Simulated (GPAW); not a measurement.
# Se: optical spectrum from first principles

Aim: the dielectric function of Se, and the optical constants that follow from it.

Main program and level: GPAW 26.7.0; DFT, LDA, plane-wave PAW (GPAW data sets), scalar-relativistic, RPA, optical limit.

## 1. Starting point

It takes space group P3_121 (No. 152, trigonal). Conventional cell: a = 4.366 Å, b = 4.366 Å, c = 4.954 Å, α = 90.00°, β = 90.00°, γ = 120.00°. Se has 2 Se at 2.37 Å nearest.

## 2. Ground state

First the ground state: is it a metal or has it a gap?

This step: DFT, LDA, plane-wave PAW (GPAW data sets), scalar-relativistic, ground state (GPAW 26.7.0).

Input file gs.py:

```python
from ase import Atoms
from ase.dft.bandgap import bandgap
from gpaw import GPAW, PW, FermiDirac

atoms = Atoms(['Se', 'Se', 'Se'],
              cell=[[4.36620000, 0.00000000, 0.00000000],
                    [-2.18310000, 3.78124012, 0.00000000],
                    [0.00000000, 0.00000000, 4.95360000]],
              scaled_positions=[[0.77460000, 0.77460000, 0.00000000],
                                [0.00000000, 0.22540000, 0.66666667],
                                [0.22540000, 0.00000000, 0.33333333]],
              pbc=[True, True, True])
atoms.calc = GPAW(mode=PW(500), xc='LDA', kpts={'size': (6, 6, 5), 'gamma': True},
                  occupations=FermiDirac(0.05), maxiter=150, txt='gs.txt')
print('energy (eV)', atoms.get_potential_energy())
print('Fermi level (eV)', atoms.calc.get_fermi_level())
print('valence electrons', atoms.calc.get_number_of_electrons())
print('gap (eV)', bandgap(atoms.calc, output=None)[0])
print('direct gap (eV)', bandgap(atoms.calc, direct=True, output=None)[0])
atoms.calc.write('gs.gpw')
```

The run is started by

```console
$ OMP_NUM_THREADS=1 python gs.py
```

Numbers of over 12 decimals in the logs are rounded to 6 here.

Log:

```text
__  _  _
 | _ |_)|_||  |
 |__||  | ||/\| - 26.7.0

Versions:
  Python: 3.12.14
  ASE:    3.29.0
  Numpy:  2.5.5
  Scipy:  1.18.1
  Libxc:  7.0.0

Input parameters:
  mode=PW(ecut=500.0),
  kpts=MonkhorstPack(size=(6, 6, 5), gamma=True),
  maxiter=150,
  occupations=Occupations(name='fermi-dirac', width=0.05, fixmagmom=False),
  xc=XC(name='LDA')

Diagonalizing LCAO Hamiltonian
Converting LCAO to pw mode

       Se

           Se
              Se

Atoms  # Å, Bohr magnetons
|   | symbol |         x |        y |        z |    initial magnetic moments |
| 0 |     Se |  1.691029 | 2.928949 | 0.000000 | ( 0.0000,  0.0000,  0.0000) |
| 1 |     Se | -0.492071 | 0.852292 | 3.302400 | ( 0.0000,  0.0000,  0.0000) |
| 2 |     Se |  0.984141 | 0.000000 | 1.651200 | ( 0.0000,  0.0000,  0.0000) |

Unit cell  # Å
| periodic |         x |        y |        z |  lengths |     angles |
|      yes |  4.366200 | 0.000000 | 0.000000 | 4.366200 |  90.000000 |
|      yes | -2.183100 | 3.781240 | 0.000000 | 4.366200 |  90.000000 |
|      yes |  0.000000 | 0.000000 | 4.953600 | 4.953600 | 120.000000 |

Number of symmetries: 1
Symmetry operations  # r_c * U_cc + t_c -> r_c
|   | kind |            matrix            |
| 0 |  E   |  1, 0, 0,  0, 1, 0,  0, 0, 1 |

BZ-sampling:
  Number of BZ points: 180
  Number of IBZ points: 92

  Monkhorst-Pack size: [6, 6, 5]
  Monkhorst-Pack shift: [0.083333, 0.083333, 0.0]

K-points  # in reciprocal-cell coordinates
|     |                                coordinates |     weight |
|   0 | (  0.00000000,   0.00000000,   0.00000000) | 0.00555556 |
|   1 | (  0.00000000,   0.00000000,   0.20000000) | 0.01111111 |
|   2 | (  0.00000000,   0.00000000,   0.40000000) | 0.01111111 |
|   3 | (  0.00000000,   0.16666667,  -0.40000000) | 0.01111111 |
|   4 | (  0.00000000,   0.16666667,  -0.20000000) | 0.01111111 |
|   5 | (  0.00000000,   0.16666667,   0.00000000) | 0.01111111 |
|   6 | (  0.00000000,   0.16666667,   0.20000000) | 0.01111111 |
|   7 | (  0.00000000,   0.16666667,   0.40000000) | 0.01111111 |
|   8 | (  0.00000000,   0.33333333,  -0.40000000) | 0.01111111 |
|   9 | (  0.00000000,   0.33333333,  -0.20000000) | 0.01111111 |
| ... |                                            |            |
|  91 | (  0.50000000,   0.50000000,   0.40000000) | 0.01111111 |

Plane wave coefficients: 2094
Cutoff: 500.0 eV

Spin-components: 1 (collinear spins)
Bands:           12
Projectors:      15
Spin-degeneracy: 2
Datatype:        complex128

Parallelization:
  kpt:    1
  domain: 1
  band:   1

Density:
  Valence electrons: 18.0
  Components: 1
  Grid points: [24 24 27]
  Charge: 0.0  # |e|

Potential:
  Grid points: [24 24 27]

species:
  Se:
    name:    Selenium
    id:
    Z:       34.0
    valence: 6
    core:    28
    charge:  0.0  # [|e|]
    compensation charges:
      type: gauss
      rc: 0.27  # [Å]
      lmax: 2
    cutoffs:
      filter: 1.77  # [Å]
      core: 2.67  # [Å]
    projectors
    | kind |    occ | energy [eV] | rcut [Å] |
    |   4s |  2.000 |     -17.472 |    0.847 |
    |   4p |  4.000 |      -6.656 |    1.005 |
    |    s |        |       9.739 |    0.847 |
    |    p |        |      20.555 |    1.005 |
    |    d |        |       0.000 |    0.847 |

    Using partial waves for Se as LCAO basis

Reference energy: -198051.520922  # eV

eigensolver:
  PPCG
  Converge bands: occupied
  niter=2

density mixing:
  MSR1-Mixer
  Pratt-step length: 0.05
  Maximum mixing coefficient: 0.75
  Old densities: 10
  SVD Regularization: 0.005
  Good broyden scale: 1.0
  Trust region scale: 1.0
  Backstep threshold: 4.0
  History deletion threshold: 6.0
  Fourier metric: weight=20.0, sigma=0.015

occupation numbers:
  Fermi-Dirac:
    width: 0.0500  # eV

poisson solver:
  ecut: 4000.0  # eV

xc functional:
  name: None

convergence criteria:
- Maximum [total energy] change in last 3 cyles: 0.0005 eV / valence electron
- Maximum integral of absolute [dens]ity change: 0.0001 electrons / valence electron
- Maximum integral of absolute [eigenst]ate change: 4e-08 eV^2 / valence electron
maximum number of iterations: 150

SCF iterations
|iter     |      energy | eigst |  dens |
|iter:   1||  -12.418856 | -0.35 |       |
|iter:   2||  -12.414335 | -2.18 | -1.13 |
|iter:   3||  -12.312648 | -2.54 | -1.16 |
|iter:   4||  -12.306669 | -3.42 | -1.73 |
|iter:   5||  -12.306678c| -4.35 | -2.54 |
|iter:   6||  -12.306691c| -5.13 | -2.98 |
|iter:   7||  -12.306692c| -5.86 | -3.74 |
|iter:   8||  -12.306692c| -6.60 | -4.45c|
|iter:   9||  -12.306692c| -7.33 | -4.95c|
|iter:  10||  -12.306692c| -7.69c| -5.44c|

Converged in 10 steps
SCF loop duration: 29.099 s (2.910 s/step)
Energy contributions relative to reference atoms: (reference = -198051.520922)

Energy contributions:
  Kinetic:          15.994945
  Coulomb:         -16.070242
  Zero:             -0.029785
  External:          0.000000
  Xc:              -12.201610
  Entropy:          -0.000001
  Spinorbit:         0.000000
  ----------------------------
  Free energy:     -12.306693
  Extrapolated:    -12.306692

dipole moment: (-8.062290, -13.964295, -18.293875)  # |e|*Ang

Fermi level: 4.724
Eigenvalues  # (at kpt = [0.000, 0.000, 0.000])
| band index |      eig [eV] | occ [0-2] |
|          0 |       -11.708 |     2.000 |
|          1 |        -7.599 |     2.000 |
|          2 |        -7.599 |     2.000 |
|          3 |         0.333 |     2.000 |
|          4 |         0.333 |     2.000 |
|          5 |         0.400 |     2.000 |
|          6 |         2.148 |     2.000 |
|          7 |         2.148 |     2.000 |
|          8 |         3.799 |     2.000 |
|          9 |         5.983 |     0.000 |
|         10 |         5.983 |     0.000 |
|         11 |         6.280 |     0.000 |

Gap: 1.180 eV
Transition (v -> c):
  (s=0, k=75, n=8, [0.33, 0.50, 0.40]) -> (s=0, k=2, n=9, [0.00, 0.00, 0.40])
Direct/indirect transitions are different
Direct gap: 1.406 eV
Transition at: (s=0, k=70, n=8, [0.33, 0.33, 0.40])

--- standard output ---
energy (eV) -12.306692
Fermi level (eV) 4.723823
valence electrons 18.0
gap (eV) 1.180062
direct gap (eV) 1.406405
```

It took 31 s on 1 thread of Arm Neoverse V2, shared host; peak memory 0.2 GiB.

Numbers from this step:

| Quantity | Value |
| --- | --- |
| energy | -12.31 eV |
| Fermi energy | 4.724 eV |
| gap on the k-mesh | 1.180 eV |
| direct gap on the mesh | 1.406 eV |
| electrons | 18 |

There is a gap, 1.18 eV on this mesh (points off the mesh can give less), so no carriers' term is needed.

## 3. Bands for the response

The response needs many more empty bands than the density does.

This step: DFT, LDA, plane-wave PAW (GPAW data sets), scalar-relativistic, bands at fixed density (GPAW 26.7.0).

Input file nscf.py:

```python
from ase.dft.bandgap import bandgap
from gpaw import GPAW, FermiDirac

calc = GPAW('gs.gpw').fixed_density(kpts={'size': (12, 12, 12), 'gamma': True}, nbands=31, convergence={'bands': 25},
                                    occupations=FermiDirac(0.001), txt='nscf.txt')
print('gap (eV)', bandgap(calc, output=None)[0])
print('direct gap (eV)', bandgap(calc, direct=True, output=None)[0])
calc.write('full.gpw', mode='all')
```

The run is started by

```console
$ OMP_NUM_THREADS=1 python nscf.py
```

Log:

```text
Diagonalizing LCAO Hamiltonian
Converting LCAO to pw mode
convergence criteria:
- Maximum integral of absolute [eigenst]ate change: 4e-08 eV^2 / valence electron
maximum number of iterations: 150

SCF iterations
|iter     |      energy | eigst |  dens |
|iter:   1||             | +2.46 |       |
|iter:   2||             | +1.14 |       |
|iter:   3||             | -0.69 |       |
|iter:   4||             | -2.16 |       |
|iter:   5||             | -3.59 |       |
|iter:   6||             | -4.77 |       |
|iter:   7||             | -6.09 |       |
|iter:   8||             | -7.05 |       |
|iter:   9||             | -7.76c|       |
SCF steps: 9
  __  _  _
 | _ |_)|_||  |
 |__||  | ||/\| - 26.7.0

Versions:
  Python: 3.12.14
  ASE:    3.29.0
  Numpy:  2.5.5
  Scipy:  1.18.1
  Libxc:  7.0.0

Input parameters:
  mode=PW(ecut=500.0),
  convergence={'bands': 25},
  gpts=array([24, 24, 27]),
  kpts=MonkhorstPack(size=(12, 12, 12), gamma=True),
  maxiter=150,
  nbands=31,
  occupations=Occupations(name='fermi-dirac', width=0.001, fixmagmom=False),
  parallel={},
  xc=XC(name='LDA')

--- standard output ---
gap (eV) 0.906651
direct gap (eV) 1.123737
```

It took 11 min on 1 thread; peak memory 1.4 GiB.

Numbers from this step:

```
gap on the k-mesh      : 0.9067 eV
direct gap on the mesh : 1.124 eV
```

## 4. Dielectric function, RPA

Transitions between filled and empty bands, summed over the zone, give the optical response, so mesh, band count and broadening shape it.

The induced potential is part of this response.

This step: DFT, LDA, plane-wave PAW (GPAW data sets), scalar-relativistic, RPA, optical limit (GPAW 26.7.0).

Input file df.py:

```python
from gpaw.response.df import DielectricFunction

df = DielectricFunction('full.gpw', frequencies={'type': 'nonlinear', 'domega0': 0.03, 'omega2': 8},
                        ecut=80,
                        eta=0.1,
                        nbands=25,
                        txt='df.txt')
for direction in ['x', 'z']:
    df.get_dielectric_function(xc='RPA', direction=direction, filename=f'df_{direction}.csv')
```

The run is started by

```console
$ OMP_NUM_THREADS=1 python df.py
```

Log:

```text
Using integrator: PointIntegrator
NonLinearFrequencyDescriptor(from 0.000 to 34.796 eV, 415 points)
Nonperiodic BCs:  [False False False]
Using integrator: PointIntegrator
NonLinearFrequencyDescriptor(from 0.000 to 34.796 eV, 415 points)
Nonperiodic BCs:  [False False False]

Calculating chi0 body with:
    Ground state adapter containing:
    Number of spins: 1
    Number of kpoints: 1728
    Number of irreducible kpoints: 868
    Number of completely occupied states: 9
    Number of partially occupied states: 9

    Linear response parametrization:
    q_c: [0.0, 0.0, 0.0]
    Number of frequency points: 415
    Planewave cutoff: 80.0
    Number of bands: 25
    Number of planewaves: 145
    Broadening (eta): 0.1

Integrating chi0 body.

Symmetries of q_c:
    Direct symmetries (Uq -> q): 1
    Indirect symmetries (TUq -> q): 1
In total 2 allowed symmetries.

868 groups of equivalent kpoints. 49.768519% reduction.

Integral kind: spectral function

Calculating chi0 optical extensions with:
    Ground state adapter containing:
    Number of spins: 1
    Number of kpoints: 1728
    Number of irreducible kpoints: 868
    Number of completely occupied states: 9
    Number of partially occupied states: 9

    Linear response parametrization:
    Number of frequency points: 415
    Planewave cutoff: 80.0
    Number of bands: 25
    Number of planewaves: 145
    Broadening (eta): 0.1
Integrating chi0 head and wings.

Symmetries of q_c:
    Direct symmetries (Uq -> q): 1
    Indirect symmetries (TUq -> q): 1
In total 2 allowed symmetries.

868 groups of equivalent kpoints. 49.768519% reduction.

Integral kind: spectral function wings
```

Run time: 93 s. Hardware: 1 thread; peak memory 0.72 GiB.

This step gave:

- electronic dielectric constant ε∞, mean over x, y and z (by symmetry where fewer were run): 11.11

Some rows of df_x.csv (energy; Re and Im without local fields; Re and Im with them):

```text
0.000000, 11.412554, -0.000000, 9.500578, -0.000000
0.366838, 11.635245, 0.128917, 9.688411, 0.108803
0.747880, 12.501158, 0.379544, 10.420270, 0.321507
1.143969, 14.639313, 2.173033, 12.202215, 1.857249
1.556014, 13.078056, 6.496087, 11.044106, 5.500695
1.984998, 12.462718, 6.216321, 10.502270, 5.395437
2.431988, 13.540588, 11.345789, 11.085205, 9.973496
2.898142, 6.803934, 15.348319, 4.926668, 12.827930
3.384719, 1.287911, 12.758911, 0.517130, 10.457619
3.893091, -1.202819, 8.627277, -1.365916, 7.048782
4.424758, -1.245366, 4.686588, -1.665338, 3.884900
4.981356, 1.197717, 3.788548, 0.146834, 2.413395
5.564682, 1.629095, 3.560163, 0.427338, 1.953050
6.176709, 1.967472, 4.083474, 1.482319, 1.575191
6.819608, 1.873521, 4.268306, 1.966330, 1.820819
7.495775, 1.621523, 4.588657, 2.543607, 2.196064
8.207861, 0.917349, 4.911539, 2.071962, 2.916173
8.958808, 0.122878, 4.522005, 2.156093, 2.809101
9.751884, -0.719584, 4.102400, 1.191081, 4.014829
10.590737, -0.947716, 3.844739, 0.728536, 3.365912
11.479449, -1.432389, 2.694104, -0.118121, 3.061469
12.422601, -1.423810, 1.911389, -0.384697, 2.434704
```

[end of part 1 of 2]

[Machine, clock and banner lines and Python warnings are left out of the logs.]

[Logs are printed without paths, hosts, clocks, repeated set-up lines and the standing remarks that a program may print on its own settings, such as how far it seeks lower states.]

[Hosts, paths, dates, database ids (printed as entryN), source tags and the programs' standing remarks are cut or masked in the printed files.]
